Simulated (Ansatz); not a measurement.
**Changed inputs in constrained RPA: SrCuO3 (cubic perovskite) (Pm-3m)**

Aim: hold the target of a cRPA run on SrCuO3 (cubic perovskite) (Pm-3m) and move one thing at a time.

Calculated with Ansatz 0.2.0; constrained RPA on LDA, plane waves, PAW.

This is a report of a sequence of runs, with most program output left out.

The structure was built from a prototype and need not be the compound's stable phase.

## Step 1: The starting structure

Symmetry: Pm-3m, No. 221, cubic system. Conventional cell: a = 3.767 Å, b = 3.767 Å, c = 3.767 Å, α = 90.00°, β = 90.00°, γ = 90.00°. Nearest to Sr lie 12 O at 2.66 Å. Cu has 6 O at 1.88 Å nearest. Nearest to O lie 2 Cu at 1.88 Å and 4 Sr at 2.66 Å. Farther neighbours and most contacts between anions are not listed.

The structure was relaxed with LDA. The structure type comes from a generator and need not be one that this composition takes. The structure was generated from a model, not taken from a measurement. The runs that relaxed it are not among those shown. The program's search for lower electronic states was switched off, so nothing shows that the state found is the lowest. The default PAW set here is soft_2. Its files were made with PBE.

## Step 2: Base: Cu d + anion p, bands v13 to c1, 4×4×4 mesh, medium accuracy

Constrained RPA screens the interaction with every transition except those inside the target bands, which a later many-body model would treat itself.

The input, input.yaml:

```yaml
crystal:
  lattice:
    - [0.0, -3.76734982, 0.0]
    - [0.0, 0.0, 3.76734982]
    - [-3.76734982, 0.0, 0.0]
  atoms:
    - { symbol: Sr, position: [0.0, 0.0, 0.0] }
    - { symbol: Cu, position: [0.5, 0.5, 0.5] }
    - { symbol: O, position: [0.5, 0.5, 0.0] }
    - { symbol: O, position: [0.5, 0.0, 0.5] }
    - { symbol: O, position: [0.0, 0.5, 0.5] }
kpoints:
  mp_grid: { grid: [6, 6, 6] }
hamiltonian:
  xc: lda
scf:
  occupations: { method: gaussian, width: 0.08 }
  n_extra_bands: 19
  max_iter: 150
  lower_state_search: "off"
output:
  crpa:
    kmesh: [4, 4, 4]
    target_bands: [v13, c1]
    projections: [{ species: Cu, l: d, shell: 3 }, { species: O, l: p, shell: 2 }]
  local_orbitals:
    kmesh: [8, 8, 8]
    orbitals: [{ species: Cu, l: d, shell: 3 }, { species: O, l: p, shell: 2 }]
    window: { bands: [v13, c1] }
    seedname: lo
```

Started as:

```sh
$ ansatz run input.yaml --threads 4 --pin off --max-ram 9216MiB --backend cpu --events-out ev --progress --plain --runs-dir out
```

The job ended after 2.7 min (4 threads of Arm Neoverse V2, shared host; peak memory 0.65 GiB; 10 min of CPU time).

Numbers from this step:

```
U                                                 : 11.92 eV
U prime (inter-orbital)                           : 10.21 eV
J                                                 : 0.8599 eV
bare V                                            : 28.73 eV
bare J                                            : 1.011 eV
stated bound on U                                 : 0.01983 eV
U over bare V                                     : 0.4149
electrons in the window                           : 25.00
head of the constrained inverse dielectric matrix : 0.3521
least eigenvalue of the projection's overlap      : 0.7547
target functions                                  : 14
bands in the sums                                 : 50
r.m.s. miss of the model bands                    : 1.21e-4 eV
width of the target bands                         : 9.750 eV
weight of the projected orbitals in the window    : 0.9527
```

On the Cu d shell, screening brings the on-site interaction from 28.7 eV down to U = 11.92 eV.

## Step 3: Changed: 2×2×2 mesh

input.yaml, the sections that differ from step 2:

```yaml
output:
  crpa:
    kmesh: [2, 2, 2]
    target_bands: [v13, c1]
    projections: [{ species: Cu, l: d, shell: 3 }, { species: O, l: p, shell: 2 }]
# crystal, kpoints, hamiltonian, scf: as in step 2
```

Elapsed: 13 s, on 4 threads; peak memory 0.56 GiB; 46 s of CPU time.

Numbers from this step:

| Property | Result |
| --- | --- |
| U | 11.88 eV |
| U prime (inter-orbital) | 10.16 eV |
| J | 0.8601 eV |
| bare V | 28.79 eV |
| bare J | 1.011 eV |
| stated bound on U | 0.01762 eV |
| U over bare V | 0.4125 |
| electrons in the window | 25 |
| head of the constrained inverse dielectric matrix | 0.3327 |
| least eigenvalue of the projection's overlap | 0.7547 |
| target functions | 14 |
| bands in the sums | 50 |
| width of the target bands | 9.750 eV |
| weight of the projected orbitals in the window | 0.9527 |

On the Cu d shell, screening brings the on-site interaction from 28.8 eV down to U = 11.88 eV.

## Step 4: Changed: accuracy high

Changes to input.yaml since step 3:

```diff
@@ -22,4 +22,5 @@
   crpa:
-    kmesh: [2, 2, 2]
+    kmesh: [4, 4, 4]
     target_bands: [v13, c1]
     projections: [{ species: Cu, l: d, shell: 3 }, { species: O, l: p, shell: 2 }]
+    accuracy: high
```

Elapsed: 4.8 min, on 4 threads; peak memory 0.76 GiB.

Numbers from this step:

```yaml
u: 11.92 eV
u_prime_inter_orbital: 10.21 eV
j: 0.8601 eV
bare_v: 28.73 eV
bare_j: 1.011 eV
stated_bound_on_u: 0.001768 eV
u_over_bare_v: 0.4150
electrons_in_the_window: 25.00
head_of_the_constrained_inverse_dielectric_matrix: 0.3521
least_eigenvalue_of_the_projection_s_overlap: 0.7547
target_functions: 14
bands_in_the_sums: 50
width_of_the_target_bands: 9.750 eV
weight_of_the_projected_orbitals_in_the_window: 0.9527
```

On the Cu d shell, screening brings the on-site interaction from 28.7 eV down to U = 11.92 eV.

## Step 5: Changed: accuracy low

Changes to input.yaml since step 4:

```diff
@@ -25,2 +25,2 @@
     projections: [{ species: Cu, l: d, shell: 3 }, { species: O, l: p, shell: 2 }]
-    accuracy: high
+    accuracy: low
```

It took 2.4 min on 4 threads; peak memory 0.6 GiB; 8.9 min of CPU time.

Numbers from this step:

```
U                                                 : 11.92 eV
U prime (inter-orbital)                           : 10.20 eV
J                                                 : 0.8598 eV
bare V                                            : 28.73 eV
bare J                                            : 1.011 eV
stated bound on U                                 : 0.1188 eV
U over bare V                                     : 0.4147
electrons in the window                           : 25.00
head of the constrained inverse dielectric matrix : 0.3521
least eigenvalue of the projection's overlap      : 0.7547
target functions                                  : 14
bands in the sums                                 : 50
width of the target bands                         : 9.750 eV
weight of the projected orbitals in the window    : 0.9527
```

On the Cu d shell, screening brings the on-site interaction from 28.7 eV down to U = 11.92 eV.

## Step 6: Changed: a keyword of another program

Changes to input.yaml since step 5:

```diff
@@ -25,2 +25,2 @@
     projections: [{ species: Cu, l: d, shell: 3 }, { species: O, l: p, shell: 2 }]
-    accuracy: low
+    NCRPA_BANDS: 1
```

Elapsed: 0.02 s, on 4 threads; peak memory 0.023 GiB.

The program refused the input before any cycle.

The program's message: “Error: YAML parse error: error: line 26 column 5: unknown field `NCRPA_BANDS`, expected one of accuracy, bounded_pairs, pair_densities, n_empty_bands, n_guard_bands, ecut_chi, kmesh, target_bands, pro …”

The fault put into this input: a keyword of another program.

## Step 7: Changed: volume +3 %

The cell differs from the one that the last finished run ended in (a 3.767 → 3.805 Å, b 3.767 → 3.805 Å, c 3.767 → 3.805 Å).

input.yaml, the sections that differ from step 6:

```yaml
crystal:
  lattice:
    - [0.0, -3.8046527393, 0.0]
    - [0.0, 0.0, 3.8046527393]
    - [-3.8046527393, 0.0, 0.0]
  atoms:
    - { symbol: Sr, position: [0.0, 0.0, 0.0] }
    - { symbol: Cu, position: [0.5, 0.5, 0.5] }
    - { symbol: O, position: [0.5, 0.5, 0.0] }
    - { symbol: O, position: [0.5, 0.0, 0.5] }
    - { symbol: O, position: [0.0, 0.5, 0.5] }
output:
  crpa:
    kmesh: [4, 4, 4]
    target_bands: [v13, c1]
    projections: [{ species: Cu, l: d, shell: 3 }, { species: O, l: p, shell: 2 }]
  local_orbitals:
    kmesh: [8, 8, 8]
    orbitals: [{ species: Cu, l: d, shell: 3 }, { species: O, l: p, shell: 2 }]
    window: { bands: [v13, c1] }
    seedname: lo
# kpoints, hamiltonian, scf: as in step 6
```

The job ended after 2.7 min (4 threads; peak memory 0.67 GiB; 10 min of CPU time).

This step gave:

```
U                                                 : 11.91 eV
U prime (inter-orbital)                           : 10.20 eV
J                                                 : 0.8593 eV
bare V                                            : 28.71 eV
bare J                                            : 1.010 eV
stated bound on U                                 : 0.02040 eV
U over bare V                                     : 0.4149
electrons in the window                           : 25.00
head of the constrained inverse dielectric matrix : 0.3553
least eigenvalue of the projection's overlap      : 0.7531
target functions                                  : 14
bands in the sums                                 : 50
r.m.s. miss of the model bands                    : 1.40e-4 eV
width of the target bands                         : 9.445 eV
weight of the projected orbitals in the window    : 0.9539
```

On the Cu d shell, screening brings the on-site interaction from 28.7 eV down to U = 11.91 eV.

## Step 8: Changed: volume +6 %

The cell differs from the one that the last finished run ended in (a 3.805 → 3.841 Å, b 3.805 → 3.841 Å, c 3.805 → 3.841 Å).

Changes to input.yaml since step 7:

```diff
@@ -2,5 +2,5 @@
   lattice:
-    - [0.0, -3.8046527393, 0.0]
-    - [0.0, 0.0, 3.8046527393]
-    - [-3.8046527393, 0.0, 0.0]
+    - [0.0, -3.841238183, 0.0]
+    - [0.0, 0.0, 3.841238183]
+    - [-3.841238183, 0.0, 0.0]
   atoms:
```

Elapsed: 2.8 min, on 4 threads; peak memory 0.67 GiB.

This step gave:

```yaml
u: 11.90 eV
u_prime_inter_orbital: 10.19 eV
j: 0.8584 eV
bare_v: 28.70 eV
bare_j: 1.009 eV
stated_bound_on_u: 0.02054 eV
u_over_bare_v: 0.4148
electrons_in_the_window: 25.00
head_of_the_constrained_inverse_dielectric_matrix: 0.3581
least_eigenvalue_of_the_projection_s_overlap: 0.7514
target_functions: 14
bands_in_the_sums: 50
r_m_s_miss_of_the_model_bands: 1.37e-4 eV
width_of_the_target_bands: 9.156 eV
weight_of_the_projected_orbitals_in_the_window: 0.9550
```

On the Cu d shell, screening brings the on-site interaction from 28.7 eV down to U = 11.90 eV.

## Step 9: Side by side

Times are wall times on 4 threads of Arm Neoverse V2, shared host, good to a factor of about two.

| run | bare V (eV) | U (eV) | J (eV) | bound on U (eV) | width (eV) | time |
| --- | --- | --- | --- | --- | --- | --- |
| target window | 28.73 | 11.920 | 0.860 | 0.0198 | 9.75 | 2.7 min |
| 2×2×2 mesh | 28.79 | 11.875 | 0.860 | 0.0176 | 9.75 | 13 s |
| accuracy high | 28.73 | 11.923 | 0.860 | 0.0018 | 9.75 | 4.8 min |
| accuracy low | 28.73 | 11.915 | 0.860 | 0.1188 | 9.75 | 2.4 min |
| volume +3 % | 28.71 | 11.914 | 0.859 | 0.0204 | 9.44 | 2.7 min |
| volume +6 % | 28.70 | 11.903 | 0.858 | 0.0205 | 9.16 | 2.8 min |

## Step 10: Summary of results

```yaml
target_window: U 11.92 eV, J 0.86 eV
2x2x2_mesh: U 11.88 eV, J 0.86 eV
accuracy_high: U 11.92 eV, J 0.86 eV
accuracy_low: U 11.92 eV, J 0.86 eV
volume_plus_3: U 11.91 eV, J 0.86 eV
volume_plus_6: U 11.90 eV, J 0.86 eV
```

What this shows: 2×2×2 mesh moves U by −0.04 eV at 0.084 times the time. Accuracy high moves U by +0.003 eV (within the solver's bounds, for the mean over orbitals). Accuracy low moves U by −0.005 eV (within the solver's bounds, for the mean over orbitals). Volume +3 % moves U by −0.01 eV (within the solver's bounds, for the mean over orbitals). Volume +6 % moves U by −0.02 eV (within the solver's bounds, for the mean over orbitals). The printed bound covers the solver alone, not the mesh, and no denser mesh than the base was run. The parent state is non-magnetic and the interaction static (zero frequency); U depends on the window and the orbitals, so it belongs to this model alone. A window that holds the anion p bands defines a model with explicit ligands; its U belongs to that model and is not the U of DFT+U.

[Paths, hosts, dates, memory and timing lines, banners, echoed tables and standing remarks are left out of the program output.]

[Logs are printed without paths, hosts, clocks, repeated set-up lines and the standing remarks that a program may print on its own settings, such as how far it seeks lower states.]

[Runs of the session that timed out or met a known fault of the program may be left out.]

[Hosts, paths, dates, database ids (printed as entryN), source tags and the programs' standing remarks are cut or masked in the printed files.]
